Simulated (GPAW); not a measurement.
# Co4 Ru1 Co4 0001: which magnetic order is lowest, part 2 of 2

Wanted: the moments of Co4 Ru1 Co4 0001 and the energy of each order that was tried.

GPAW 26.7.0; PBE; plane waves with GPAW's PAW setups, scalar-relativistic.

So far. Step 2 (Order 1, typed as ferro ++++++++): After 57 cycles the largest moment stands at 1.83 μB.

### 3. Start 2: antiferro ++++----

Another pattern of signs weighs the neighbour shells otherwise.

File order2.py:

```python
import json
import numpy as np
from ase import Atoms
from ase.parallel import paropen, parprint
from gpaw import GPAW

atoms = Atoms(['Co', 'Co', 'Co', 'Co', 'Ru', 'Co', 'Co', 'Co', 'Co'],
    cell=[[2.706, 0.0, 0.0],
         [-1.353, 2.343465, 0.0],
         [0.0, 0.0, 26.397416]],
    scaled_positions=[[0.0, 0.0, 0.227295],
         [0.333333, 0.666667, 0.293604],
         [0.0, 0.0, 0.359914],
         [0.333333, 0.666667, 0.426223],
         [0.0, 0.0, 0.5],
         [0.333333, 0.666667, 0.573777],
         [0.0, 0.0, 0.640086],
         [0.333333, 0.666667, 0.706396],
         [0.0, 0.0, 0.772705]],
    pbc=True,
    magmoms=[1.8, 1.8, 1.8, 1.8, 0.0, -1.8, -1.8, -1.8, -1.8])
atoms.calc = GPAW(mode={'name': 'pw', 'ecut': 450},
    xc='PBE',
    kpts={'size': (20, 20, 1), 'gamma': True},
    occupations={'name': 'fermi-dirac', 'width': 0.05},
    convergence={'density': 1e-05, 'energy': 1e-05},
    maxiter=200,
    mixer={'name': 'pulay', 'beta': 0.03, 'nmaxold': 8, 'weight': 100},
    symmetry={'tolerance': 1e-4},
    txt='order2.txt')
e = atoms.get_potential_energy(force_consistent=True)
res = {'free_energy': e, 'energy_sigma0': atoms.get_potential_energy(), 'fermi_energy': atoms.calc.get_fermi_level()}
res['moments'] = atoms.get_magnetic_moments().tolist()
res['total'] = atoms.get_magnetic_moment()
parprint('site moments (muB):', np.round(res['moments'], 3))
parprint(f"total moment: {res['total']:.3f} muB")
parprint(f'free energy: {e:.6f} eV')
atoms.calc.write('order2.gpw')
with paropen('results.json', 'w') as f:
    json.dump(res, f)
```

The run is started by

```sh
OMP_NUM_THREADS=1 mpirun -n 4 gpaw python order2.py > order2.log
```

The log of the run:

```text
site moments (muB): [ 1.832  1.733  1.638  1.406 -0.    -1.406 -1.638 -1.733 -1.832]
total moment: 0.000 muB
free energy: -70.601530 eV

--- order2.txt ---
Input parameters:
  mode=PW(ecut=450),
  convergence={'density': 1e-05, 'energy': 1e-05},
  kpts=MonkhorstPack(size=(20, 20, 1), gamma=True),
  maxiter=200,
  mixer=Pulay(name='pulay', nmaxold=8, beta=0.03, weight=100, sigma=0.015, g_ss=None),
  occupations=Occupations(name='fermi-dirac', width=0.05),
  symmetry=Symmetry(tolerance=0.0001),
  xc=XC(name='PBE')

Diagonalizing LCAO Hamiltonian
Converting LCAO to pw mode

       Co

        Co

       Co
        Co

       Ru

        Co

       Co
        Co

       Co

Atoms  # Å, Bohr magnetons
|   | symbol |         x |        y |         z |    initial magnetic moments |
|---|--------|-----------|----------|-----------|-----------------------------|
| 0 |     Co |  0.000000 | 0.000000 |  6.000001 | ( 0.0000,  0.0000,  1.8000) |
| 1 |     Co | -0.000001 | 1.562311 |  7.750387 | ( 0.0000,  0.0000,  1.8000) |
| 2 |     Co |  0.000000 | 0.000000 |  9.500800 | ( 0.0000,  0.0000,  1.8000) |
| 3 |     Co | -0.000001 | 1.562311 | 11.251186 | ( 0.0000,  0.0000,  1.8000) |
| 4 |     Ru |  0.000000 | 0.000000 | 13.198708 | ( 0.0000,  0.0000,  0.0000) |
| 5 |     Co | -0.000001 | 1.562311 | 15.146230 | ( 0.0000,  0.0000, -1.8000) |
| 6 |     Co |  0.000000 | 0.000000 | 16.896616 | ( 0.0000,  0.0000, -1.8000) |
| 7 |     Co | -0.000001 | 1.562311 | 18.647029 | ( 0.0000,  0.0000, -1.8000) |
| 8 |     Co |  0.000000 | 0.000000 | 20.397415 | ( 0.0000,  0.0000, -1.8000) |

Unit cell  # Å
| periodic |         x |        y |         z |   lengths |     angles |
|----------|-----------|----------|-----------|-----------|------------|
|      yes |  2.706000 | 0.000000 |  0.000000 |  2.706000 |  90.000000 |
|      yes | -1.353000 | 2.343465 |  0.000000 |  2.706000 |  90.000000 |
|      yes |  0.000000 | 0.000000 | 26.397416 | 26.397416 | 119.999997 |

Number of symmetries: 6

BZ-sampling:
  Number of BZ points: 400
  Number of IBZ points: 44

  Monkhorst-Pack size: [20, 20, 1]
  Monkhorst-Pack shift: [0.025, 0.025, 0.0]

Plane wave coefficients: 3665
Cutoff: 450.000000 eV

Spin-components: 2 (collinear spins)
Bands:           57
Projectors:      54
Spin-degeneracy: 1
Datatype:        complex128

Parallelization:
  kpt:    4
  domain: 1
  band:   1

Density:
  Valence electrons: 88.0
  Components: 2
  Grid points: [ 14  14 135]
  Charge: 0.0  # |e|

Potential:
  Grid points: [ 14  14 135]

[... setups left out ...]
Reference energy: -426466.804229  # eV

eigensolver:
  PPCG
  Converge bands: occupied
  niter=2

density mixing:
  Pulay-Mixer
  Linear mixing parameters: 0.03
  Old densities: 8
  Fourier metric: weight=100, sigma=0.015

occupation numbers:
  Fermi-Dirac:
    width: 0.0500  # eV

poisson solver:
  ecut: 3600.000000  # eV

xc functional:
  name: PBE with 2 nearest neighbor stencil

convergence criteria:
- Maximum integral of absolute [dens]ity change: 1e-05 electrons / valence electron
- Maximum [total energy] change in last 3 cyles: 1e-05 eV / valence electron
- Maximum integral of absolute [eigenst]ate change: 4e-08 eV^2 / valence electron
maximum number of iterations: 200

SCF iterations
|iter     |      energy | eigst |  dens |  magmom |
|---------|-------------|-------|-------|---------|
|iter:   1|       0s |  -76.443023 | +0.41 |       |  +0.0000|
|iter:   2|       8s |  -75.425035 | -0.50 | -0.85 |  -0.0000|
|iter:   3|      17s |  -73.740127 | -1.03 | -0.74 |  +0.0000|
|iter:   4|      26s |  -71.493907 | -1.81 | -0.83 |  -0.0000|
|iter:   5|      35s |  -70.930928 | -1.84 | -1.09 |  +0.0000|
|iter:   6|      43s |  -70.515906 | -1.66 | -1.17 |  -0.0000|
|iter:   7|      52s |  -70.359056 | -1.66 | -1.28 |  +0.0000|
|iter:   8|      61s |  -70.370373 | -2.81 | -1.40 |  +0.0002|
|iter:   9|      70s |  -70.370970 | -3.56 | -1.38 |  +0.0004|
|iter:  10|      78s |  -70.381625 | -2.25 | -1.38 |  -0.0001|
[... 43 iterations left out ...]
|iter:  54|     424s |  -70.556631c| -8.09c| -4.45 |  -0.0000|
|iter:  55|     428s |  -70.556631c| -8.50c| -4.55 |  -0.0000|
|iter:  56|     432s |  -70.556631c| -8.19c| -4.59 |  -0.0000|
|iter:  57|     437s |  -70.556631c| -8.55c| -4.71 |  +0.0000|
|iter:  58|     441s |  -70.556631c| -8.57c| -4.79 |  +0.0000|
|iter:  59|     445s |  -70.556631c| -8.69c| -4.87 |  +0.0000|
|iter:  60|     449s |  -70.556630c| -8.68c| -4.94 |  +0.0000|
|iter:  61|     453s |  -70.556630c| -8.88c| -5.00 |  +0.0000|
|iter:  62|     457s |  -70.556631c| -8.82c| -4.98 |  +0.0000|
|iter:  63|     462s |  -70.556630c| -9.18c| -5.07c|  +0.0000|

Converged in 63 steps
Energy contributions relative to reference atoms: (reference = -426466.804229)

Energy contributions:
  Kinetic:          71.806799
  Coulomb:         -62.416631
  Zero:              1.820761
  External:          0.000000
  Xc:              -81.722660
  Entropy:          -0.089800
  Spinorbit:         0.000000
  ----------------------------
  Free energy:     -70.601530
  Extrapolated:    -70.556630

dipole moment: (-27.273874, -28.851528, -0.000110)  # |e|*Ang

Total magnetic moment: (0.000000, 0.000000, 0.000000)

Local magnetic moments
|        x |        y |         z |
|----------|----------|-----------|
| 0.000000 | 0.000000 |  1.831535 |  # Co   0
| 0.000000 | 0.000000 |  1.732707 |  # Co   1
| 0.000000 | 0.000000 |  1.637788 |  # Co   2
| 0.000000 | 0.000000 |  1.406401 |  # Co   3
| 0.000000 | 0.000000 | -0.000000 |  # Ru   4
| 0.000000 | 0.000000 | -1.406401 |  # Co   5
| 0.000000 | 0.000000 | -1.637788 |  # Co   6
| 0.000000 | 0.000000 | -1.732707 |  # Co   7
| 0.000000 | 0.000000 | -1.831535 |  # Co   8

Fermi level: 4.949
Eigenvalues  # (at kpt = [-0.000, -0.000, 0.000])
| band index |      eig [eV] | occ [0-1] |      eig [eV] | occ [0-1] |
|------------|---------------|-----------|---------------|-----------|
|          0 |       -67.991 |     1.000 |       -67.991 |     1.000 |
|        ... |               |           |               |           |
|         39 |         4.134 |     1.000 |         4.134 |     1.000 |
|         40 |         4.134 |     1.000 |         4.134 |     1.000 |
|         41 |         4.290 |     1.000 |         4.290 |     1.000 |
|         42 |         4.290 |     1.000 |         4.290 |     1.000 |
|         43 |         4.385 |     1.000 |         4.385 |     1.000 |
|         44 |         4.502 |     1.000 |         4.502 |     1.000 |
|         45 |         4.532 |     1.000 |         4.532 |     1.000 |
|         46 |         4.532 |     1.000 |         4.532 |     1.000 |
|         47 |         4.979 |     0.357 |         4.979 |     0.357 |
|         48 |         5.159 |     0.015 |         5.159 |     0.015 |
|         49 |         5.159 |     0.015 |         5.159 |     0.015 |
|         50 |         5.169 |     0.012 |         5.169 |     0.012 |
|         51 |         5.716 |     0.000 |         5.716 |     0.000 |
|         52 |         5.716 |     0.000 |         5.716 |     0.000 |
|         53 |         5.909 |     0.000 |         5.909 |     0.000 |
|         54 |         5.909 |     0.000 |         5.909 |     0.000 |
|        ... |               |           |               |           |
|         56 |         6.005 |     0.000 |         6.005 |     0.000 |

No gap
No difference between direct/indirect transitions
```

It took 8 min on 4 MPI ranks of Arm Neoverse V1, shared host; peak memory 1.2 GiB; 32 min of CPU time.

Spin moment in the augmentation sphere by atom:

```csv
atom,spin moment in the augmentation sphere (μB)
Co1,1.83
Co2,1.73
Co3,1.64
Co4,1.41
Ru5,0.00
Co6,-1.41
Co7,-1.64
Co8,-1.73
Co9,-1.83
```

Read from the output:

- magnetization: 0 μB
- final state: antiferromagnetic

It lies 4.82 meV a seeded atom under the first start, and its largest moment is 1.83 μB against 1.83 μB.

### 4. The states side by side

Energies are divided by the number of seeded atoms, so that cells of unlike size compare.

Orders:

```csv
start,final state,typed order kept,energy over the lowest (meV a seeded atom),largest site moment (μB),net moment (μB a primitive cell),mesh matched,CPU time (s)
ferro ++++++++,ferromagnetic,yes,4.821,1.831,12.51,yes,2043
antiferro ++++----,antiferromagnetic,yes,0,1.832,0,yes,1914
```

### 5. What came out

```
lowest state found  : antiferromagnetic (typed antiferro ++++----)
largest site moment : 1.83 μB
next state          : ferromagnetic, 4.82 meV a seeded atom higher
```

What this shows: The lowest state found is antiferromagnetic, reached from the start antiferro ++++----, with moments up to 1.83 μB. The next state costs 4.8 meV a seeded atom. This is the lowest of 2 finished starts, no proof of the ground state.

[Long decimals in the printed logs are rounded to 6 places.]

[Logs and program files are shortened in this print: banners, set-up blocks, solver, clock and traceback lines can be left out without a mark of their own.]

[Logs are printed without paths, hosts, clocks, repeated set-up lines and the standing remarks that a program may print on its own settings, such as how far it seeks lower states.]

[Hosts, paths, dates, database ids (printed as entryN), source tags and the programs' standing remarks are cut or masked in the printed files.]

[Where the starting crystal was built by hand or by swapping elements, it need not be the compound's stable phase.]

[Where a cell is said to come from a database of computed structures, the database is the Materials Project.]

[Runs that the program refused, that were killed for memory or that had too few empty states are not shown or counted.]

[Lattice constants of own cells that a recipe calls measured were typed without a cited source.]
